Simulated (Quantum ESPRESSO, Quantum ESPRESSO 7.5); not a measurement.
# Hf2CO2 MXene, 1 layer: a series in biaxial strain

Aim: how the results for Hf2CO2 MXene, 1 layer change with biaxial strain.

Main program and level: Quantum ESPRESSO 7.5; plane-wave DFT, PBE, GBRV ultrasoft pseudopotentials.

### 1. The starting structure

The cell holds 5 atoms: 2 O, 2 Hf and 1 C. Its edges and angles: a = 3.289 Å, b = 3.289 Å, c = 19.953 Å, α = 90.0°, β = 90.0°, γ = 120.0°. It derives from Hf2CO2. Vacuum lies along c.

Structure file:

```cif
data_structure
_symmetry_space_group_name_H-M 'P 1'
_symmetry_Int_Tables_number 1
_cell_length_a 3.2890
_cell_length_b 3.2890
_cell_length_c 19.9529
_cell_angle_alpha 90.000
_cell_angle_beta 90.000
_cell_angle_gamma 120.000
_cell_volume 186.92
loop_
_atom_site_label
_atom_site_type_symbol
_atom_site_fract_x
_atom_site_fract_y
_atom_site_fract_z
_atom_site_occupancy
O1 O 0.33333 0.66667 0.37588 1
Hf2 Hf 0.66667 0.33333 0.43496 1
C3 C 0.00000 0.00000 0.50000 1
Hf4 Hf 0.33333 0.66667 0.56504 1
O5 O 0.66667 0.33333 0.62412 1
```

Set-up: Cell and atoms are first relaxed; each strained cell is then held and the atoms relax in it. A periodic run with 15 Å of vacuum in the starting cell gives the vacuum levels, and bands follow along a path.

Members -2, -1, 0, 1 and 2 took the same steps and show in the table alone.

### 2. Relaxing cell and ions of the reference

What the set-up leaves free in this member is relaxed.

ref.relax.in reads:

```
&control
  prefix = 'ref.relax'
  outdir = './out'
  pseudo_dir = './pseudo'
  nstep = 80
  forc_conv_thr = 0.0004
  calculation = 'vc-relax'
  etot_conv_thr = 1e-06
/
&system
  ibrav = 0
  nat = 5
  ntyp = 3
  ecutwfc = 50
  ecutrho = 250
  occupations = 'smearing'
  smearing = 'fd'
  degauss = 0.004
/
&electrons
  conv_thr = 1e-09
  mixing_beta = 0.4
  electron_maxstep = 120
  mixing_mode = 'plain'
/
&ions
/
&cell
  cell_dofree = '2Dxy'
  press_conv_thr = 0.3
/
ATOMIC_SPECIES
  O   15.9990  o_pbe_v1.2.uspp.F.UPF
  Hf  178.4900  hf_pbe_v1.uspp.F.UPF
  C   12.0110  c_pbe_v1.2.uspp.F.UPF
CELL_PARAMETERS angstrom
  3.28900000000000 0.00000000000000 0.00000000000000
  -1.64450000000000 2.84835755304702 0.00000000000000
  0.00000000000000 0.00000000000000 19.95294679561928
ATOMIC_POSITIONS crystal
  O   0.333333333300 0.666666666700 0.375884328106
  Hf  0.666666666700 0.333333333300 0.434959392856
  C   0.000000000000 0.000000000000 0.500000000000
  Hf  0.333333333300 0.666666666700 0.565040607144
  O   0.666666666700 0.333333333300 0.624115671894
K_POINTS automatic
  12 12 1 0 0 0
```

On the command line:

```sh
$ OMP_NUM_THREADS=1 mpirun -n 4 pw.x -nk 4 -in ref.relax.in > ref.relax.out
```

What it wrote:

```text
Program PWSCF v.7.5 starts
[citation notice left out]

     Parallel version (MPI & OpenMP), running on       4 processor cores
     Number of MPI processes:                 4
     Threads/MPI process:                     1

     MPI processes distributed on     1 nodes
[...]
Current dimensions of program PWSCF are:
     Max number of different atomic species (ntypx) = 10
     Max number of k-points (npk) =  40000
     Max angular momentum in pseudopotentials (lmaxx) =  4
     Message from routine setup:
     using ibrav=0 with symmetry is DISCOURAGED, use correct ibrav instead

     K-points division:     npool     =       4
     Subspace diagonalization in iterative solution of the eigenvalue problem:
     a serial algorithm will be used

     G-vector sticks info
     --------------------
     sticks:   dense  smooth     PW     G-vecs:    dense   smooth      PW
     Sum         673     517    163                84285    60025    9987

     Using Slab Decomposition

     bravais-lattice index     =            0
     lattice parameter (alat)  =       6.2153  a.u.
     unit-cell volume          =    1261.4267 (a.u.)^3
     number of atoms/cell      =            5
     number of atomic types    =            3
     number of electrons       =        40.00
     number of Kohn-Sham states=           24
     kinetic-energy cutoff     =      50.0000  Ry
     charge density cutoff     =     250.0000  Ry
     scf convergence threshold =      1.0E-09
     mixing beta               =       0.4000
     number of iterations used =            8  plain     mixing
     energy convergence thresh.=      1.0E-06
     force convergence thresh. =      4.0E-04
     press convergence thresh. =      3.0E-01
     Exchange-correlation= SLA  PW   PBE  PBE
                           (   1   4   3   4   0   0   0)
     nstep                     =           80

     celldm(1)=   6.215309  celldm(2)=   0.000000  celldm(3)=   0.000000
     celldm(4)=   0.000000  celldm(5)=   0.000000  celldm(6)=   0.000000

     crystal axes: (cart. coord. in units of alat)
               a(1) = (   1.000000   0.000000   0.000000 )
               a(2) = (  -0.500000   0.866025   0.000000 )
               a(3) = (   0.000000   0.000000   6.066569 )

     reciprocal axes: (cart. coord. in units 2 pi/alat)
               b(1) = (  1.000000  0.577350 -0.000000 )
               b(2) = (  0.000000  1.154701  0.000000 )
               b(3) = (  0.000000 -0.000000  0.164838 )

     PseudoPot. # 1 for O  read from file:
     ./pseudo/o_pbe_v1.2.uspp.F.UPF
     Pseudo is Ultrasoft + core correction, Zval =  6.0
     Generated by new atomic code, or converted to UPF format
     Using radial grid of  737 points,  5 beta functions with:
                l(1) =   0
                l(2) =   0
                l(3) =   1
                l(4) =   1
                l(5) =   2
     Q(r) pseudized with  8 coefficients,  rinner =    0.900   0.900   0.900
                                                       0.900   0.900

     PseudoPot. # 2 for Hf read from file:
     ./pseudo/hf_pbe_v1.uspp.F.UPF
     Pseudo is Ultrasoft + core correction, Zval = 12.0
     Generated by new atomic code, or converted to UPF format
     Using radial grid of  921 points,  8 beta functions with:
                l(1) =   0
                l(2) =   0
                l(3) =   0
                l(4) =   1
                l(5) =   1
                l(6) =   2
                l(7) =   2
                l(8) =   3
     Q(r) pseudized with  6 coefficients,  rinner =    1.200   1.200   1.200
                                                       1.200   1.200   1.200
                                                       1.200

     PseudoPot. # 3 for C  read from file:
     ./pseudo/c_pbe_v1.2.uspp.F.UPF
     Pseudo is Ultrasoft + core correction, Zval =  4.0
     Generated by new atomic code, or converted to UPF format
     Using radial grid of  721 points,  4 beta functions with:
                l(1) =   0
                l(2) =   0
                l(3) =   1
                l(4) =   1
     Q(r) pseudized with  8 coefficients,  rinner =    1.100   1.100   1.100

     atomic species   valence    mass     pseudopotential
     O                 6.00    15.99900     O ( 1.00)
     Hf               12.00   178.49000     Hf( 1.00)
     C                 4.00    12.01100     C ( 1.00)

     12 Sym. Ops., with inversion, found

   Cartesian axes

     site n.     atom                  positions (alat units)
         1        O      tau(   1) = (  -0.0000000   0.5773503   2.2803284  )
         2        Hf     tau(   2) = (   0.5000000   0.2886751   2.6387113  )
         3        C      tau(   3) = (   0.0000000   0.0000000   3.0332847  )
         4        Hf     tau(   4) = (  -0.0000000   0.5773503   3.4278581  )
         5        O      tau(   5) = (   0.5000000   0.2886751   3.7862410  )

     number of k points=    19  Fermi-Dirac smearing, width (Ry)=  0.0040
                       cart. coord. in units 2pi/alat
        k(    1) = (   0.0000000   0.0000000   0.0000000), wk =   0.0138889
        k(    2) = (   0.0000000   0.0962250   0.0000000), wk =   0.0833333
        k(    3) = (   0.0000000   0.1924501   0.0000000), wk =   0.0833333
        k(    4) = (   0.0000000   0.2886751   0.0000000), wk =   0.0833333
        k(    5) = (   0.0000000   0.3849002   0.0000000), wk =   0.0833333
        k(    6) = (   0.0000000   0.4811252   0.0000000), wk =   0.0833333
        k(    7) = (   0.0000000  -0.5773503   0.0000000), wk =   0.0416667
        k(    8) = (   0.0833333   0.1443376   0.0000000), wk =   0.0833333
        k(    9) = (   0.0833333   0.2405626   0.0000000), wk =   0.1666667
        k(   10) = (   0.0833333   0.3367877   0.0000000), wk =   0.1666667
[...]
k(   19) = (   0.3333333   0.5773503   0.0000000), wk =   0.0277778

     Dense  grid:    84285 G-vectors     FFT dimensions: (  32,  32, 192)

     Smooth grid:    60025 G-vectors     FFT dimensions: (  27,  27, 180)

     Estimated max dynamical RAM per process >     228.92 MB

     Estimated total dynamical RAM >     853.93 MB

     Check: negative core charge=   -0.000007

     Initial potential from superposition of free atoms

     starting charge      36.0000, renormalised to      40.0000

     negative rho (up, down):  2.420E-01 0.000E+00
     Starting wfcs are   38 randomized atomic wfcs

     total cpu time spent up to now is        2.3 secs

     per-process dynamical memory:    96.6 Mb

     Self-consistent Calculation

     iteration #  1     ecut=    50.00 Ry     beta= 0.40
[...]
Gradient error          =      1.8E-02 Ry/Bohr
     Cell gradient error     =      1.0E-01 kbar

     number of scf cycles    =   3
     number of bfgs steps    =   2

     enthalpy           old  =    -394.5694122611 Ry
     enthalpy           new  =    -394.5746911949 Ry

     CASE: enthalpy          _new < enthalpy          _old

     new trust radius        =       0.0204520539 bohr
     new conv_thr            =       0.0000000005 Ry

     new unit-cell volume =   1236.40417 a.u.^3 (   183.21620 Ang^3 )
     density =      3.63427 g/cm^3

CELL_PARAMETERS (angstrom)
   3.256215145   0.000000000   0.000000000
  -1.628107573   2.819965036   0.000000000
   0.000000000   0.000000000  19.952946796

ATOMIC_POSITIONS (crystal)
O                0.3333333333        0.6666666667        0.3814625952
Hf               0.6666666667        0.3333333333        0.4293086767
C                0.0000000000        0.0000000000        0.5000000000
Hf               0.3333333333        0.6666666667        0.5706913233
O                0.6666666667        0.3333333333        0.6185374048

[...]
NEW-OLD atomic charge density approx. for the potential
     New effective cutoffs (rho, wfc):  254.98   51.01

     Check: negative core charge=   -0.000006

     negative rho (up, down):  2.332E-01 0.000E+00

     total cpu time spent up to now is       97.3 secs

     per-process dynamical memory:   137.4 Mb

[...]
!    total energy              =    -394.57563034 Ry
[...]
Total force =     0.026516     Total SCF correction =     0.000070
[...]
number of bfgs steps    =   3
[...]
WARNING: bfgs curvature condition failed, Theta= 0.999
     new trust radius        =       0.0224972593 bohr
[...]
!    total energy              =    -394.57648106 Ry
[...]
Total force =     0.019421     Total SCF correction =     0.000066
[...]
number of bfgs steps    =   4
[...]
new trust radius        =       0.0337458890 bohr
[...]
!    total energy              =    -394.57732438 Ry
[...]
Total force =     0.009786     Total SCF correction =     0.000040
[...]
number of bfgs steps    =   5
[...]
new trust radius        =       0.0446151120 bohr
[...]
!    total energy              =    -394.57776498 Ry
[...]
Total force =     0.003173     Total SCF correction =     0.000000
[...]
number of bfgs steps    =   6
[...]
new trust radius        =       0.0054755440 bohr
[...]
!    total energy              =    -394.57780978 Ry
[...]
Total force =     0.002453     Total SCF correction =     0.000015
[...]
number of bfgs steps    =   7
[...]
new trust radius        =       0.0060230984 bohr
[...]
Self-consistent Calculation

     iteration #  1     ecut=    50.00 Ry     beta= 0.40
     Davidson diagonalization with overlap
     ethr =  1.00E-06,  avg # of iterations =  2.0

     Threshold (ethr) on eigenvalues was too large:
     Diagonalizing with lowered threshold

     Davidson diagonalization with overlap
     ethr =  1.37E-08,  avg # of iterations =  4.4

     negative rho (up, down):  2.304E-01 0.000E+00

     total cpu time spent up to now is      242.3 secs

     total energy              =    -394.57783791 Ry
     estimated scf accuracy    <       0.00000841 Ry

[...]
iteration #  8     ecut=    50.00 Ry     beta= 0.40
[...]
negative rho (up, down):  2.304E-01 0.000E+00

[...]
End of self-consistent calculation

          k = 0.0000 0.0000 0.0000 (  7399 PWs)   bands (ev):

   -60.8727 -60.8570 -29.8302 -29.5521 -29.3470 -29.3470 -29.3206 -29.3206
   -17.7203 -17.6228  -9.4117  -4.7507  -4.1248  -4.1248  -3.7891  -3.7891
    -3.3814  -0.5528   0.8655   0.8655   3.1698   3.1698   3.4922   4.8346

          k =-0.0000 0.0968 0.0000 (  7448 PWs)   bands (ev):

   -60.8704 -60.8552 -29.8171 -29.5586 -29.3837 -29.3671 -29.3580 -29.3276
   -17.6716 -17.5861  -9.4066  -4.7171  -4.1226  -4.0595  -3.8683  -3.7444
    -3.2627  -0.3939   0.2825   0.6185   3.0960   3.4836   3.6399   4.8532

          k =-0.0000 0.1936 0.0000 (  7474 PWs)   bands (ev):

   -60.8640 -60.8502 -29.7806 -29.6060 -29.4972 -29.4464 -29.3868 -29.3476
   -17.5490 -17.4928  -9.3587  -4.6994  -4.0625  -3.8994  -3.8889  -3.6306
    -3.0405  -0.8060  -0.1669   0.1771   2.7154   4.0566   4.0577   4.8686

          k =-0.0000 0.2903 0.0000 (  7504 PWs)   bands (ev):

   -60.8552 -60.8435 -29.7385 -29.7262 -29.6606 -29.4715 -29.4246 -29.3759
   -17.4065 -17.3822  -9.2045  -4.7632  -3.9758  -3.6838  -3.6571  -3.4963
    -3.0567  -1.5656  -0.2981  -0.1554   2.3972   4.4159   4.5685   5.1776

          k =-0.0000 0.3871 0.0000 (  7536 PWs)   bands (ev):

   -60.8462 -60.8371 -29.8859 -29.8212 -29.6670 -29.4767 -29.4614 -29.4048
   -17.2947 -17.2886  -8.9184  -4.8409  -4.1777  -3.5363  -3.3767  -3.3681
    -3.1277  -1.7864  -0.5715  -0.2929   2.1442   4.5271   5.1245   5.3758

          k =-0.0000 0.4839 0.0000 (  7524 PWs)   bands (ev):

   -60.8392 -60.8327 -29.9970 -29.9317 -29.6173 -29.4878 -29.4835 -29.4262
   -17.2408 -17.2214  -8.5776  -5.1441  -4.4364  -3.4838  -3.2865  -3.0981
    -2.9076  -2.0073  -0.6437  -0.2917   1.9626   4.4824   5.5413   5.6835

[...]
the Fermi energy is     1.3587 ev

!    total energy              =    -394.57784080 Ry
     estimated scf accuracy    <          1.6E-11 Ry
     smearing contrib. (-TS)   =      -0.00000029 Ry
     internal energy E=F+TS    =    -394.57784051 Ry

     The total energy is F=E-TS. E is the sum of the following terms:
     one-electron contribution =   -1928.73428068 Ry
     hartree contribution      =     967.72553299 Ry
     xc contribution           =    -169.88135078 Ry
     ewald contribution        =     736.31225795 Ry

     convergence has been achieved in   8 iterations

     negative rho (up, down):  2.304E-01 0.000E+00

     Forces acting on atoms (cartesian axes, Ry/au):

     atom    1 type  1   force =    -0.00000000    0.00000000   -0.00000337
     atom    2 type  2   force =     0.00000000    0.00000000   -0.00074682
     atom    3 type  3   force =     0.00000000    0.00000000    0.00000000
     atom    4 type  2   force =     0.00000000    0.00000000    0.00074682
     atom    5 type  1   force =     0.00000000    0.00000000    0.00000337

     Total force =     0.001056     Total SCF correction =     0.000019

     Computing stress (Cartesian axis) and pressure

     negative rho (up, down):  2.304E-01 0.000E+00
          total   stress  (Ry/bohr**3)                   (kbar)     P=        0.97
   0.00000767   0.00000000   0.00000000            1.13        0.00        0.00
   0.00000000   0.00000767   0.00000000            0.00        1.13        0.00
   0.00000000   0.00000000   0.00000449            0.00        0.00        0.66

     Energy error            =      3.1E-05 Ry
     Gradient error          =      7.5E-04 Ry/Bohr
     Cell gradient error     =      1.1E+00 kbar

     number of scf cycles    =   9
     number of bfgs steps    =   8

     enthalpy           old  =    -394.5778097759 Ry
     enthalpy           new  =    -394.5778408030 Ry

     CASE: enthalpy          _new < enthalpy          _old

     new trust radius        =       0.0041370077 bohr
     new conv_thr            =            1.9E-11 Ry

     new unit-cell volume =   1248.40575 a.u.^3 (   184.99465 Ang^3 )
     density =      3.59934 g/cm^3

CELL_PARAMETERS (angstrom)
   3.271980756   0.000000000   0.000000000
  -1.635990378   2.833618455   0.000000000
   0.000000000   0.000000000
```

Elapsed: 5.7 min, on 4 MPI ranks of Arm Neoverse V1, shared host; peak memory 1.1 GiB; 23 min of CPU time.

The steps of the relaxation:

```
step  energy less that of the first step (eV)  largest force (eV/Å)  volume (Å³)
   1                                   0.0000                4.6573       186.92
   2                                  -0.8570                1.2331       184.76
   3                                  -0.9289                0.4677       183.34
   4                                  -0.9416                0.3887       183.22
   5                                  -0.9532                0.2726       183.26
   6                                  -0.9647                0.1329       183.53
   7                                  -0.9707                0.0563       184.18
   8                                  -0.9713                0.0445       184.46
   9                                  -0.9717                0.0192       184.78
  10                                  -0.9718                0.0005       184.99
  11                                  -0.9718                0.0002       185.00
  12                                  -0.9721                0.0020       185.00
```

```
cell as run  before  after  change
      a (Å)   3.289  3.272  -0.5 %
      b (Å)   3.289  3.272  -0.5 %
```

The atoms that moved most (Å, along periodic axes as changes of fractional coordinates times the final cell, across vacuum about the mean position):

```
atom     dx     dy      dz  length
  O1  0.000  0.000   0.168   0.168
  O5  0.000  0.000  -0.168   0.168
 Hf4  0.000  0.000   0.081   0.081
 Hf2  0.000  0.000  -0.081   0.081
```

The relaxed structure:

```xyz
5
Lattice="3.2720 0.0000 0.0000 -1.6360 2.8336 0.0000 0.0000 0.0000 19.9529" Properties=species:S:1:pos:R:3
O     0.0000    1.8891    7.6684
Hf    1.6360    0.9445    8.5980
C     0.0000    0.0000    9.9765
Hf    0.0000    1.8891   11.3549
O     1.6360    0.9445   12.2846
```

 The last row is no step: it is a fresh SCF in the final cell with a new plane-wave basis, -0 meV from the row before.

Read from the output:

| Item | Value |
| --- | --- |
| free energy | -5368.5054 eV |
| Fermi energy | 1.361 eV |

(Continued in part 2 of 8.)

[Logs are printed without paths, hosts, clocks, repeated set-up lines and the standing remarks that a program may print on its own settings, such as how far it seeks lower states.]

[Hosts, paths, dates, database ids (printed as entryN), source tags and the programs' standing remarks are cut or masked in the printed files.]

[Maps of the electrostatic potential energy from Ansatz leave out the sawtooth potential of an applied field or a dipole correction, so their vacuum need not be flat; planar profiles and work functions include it.]
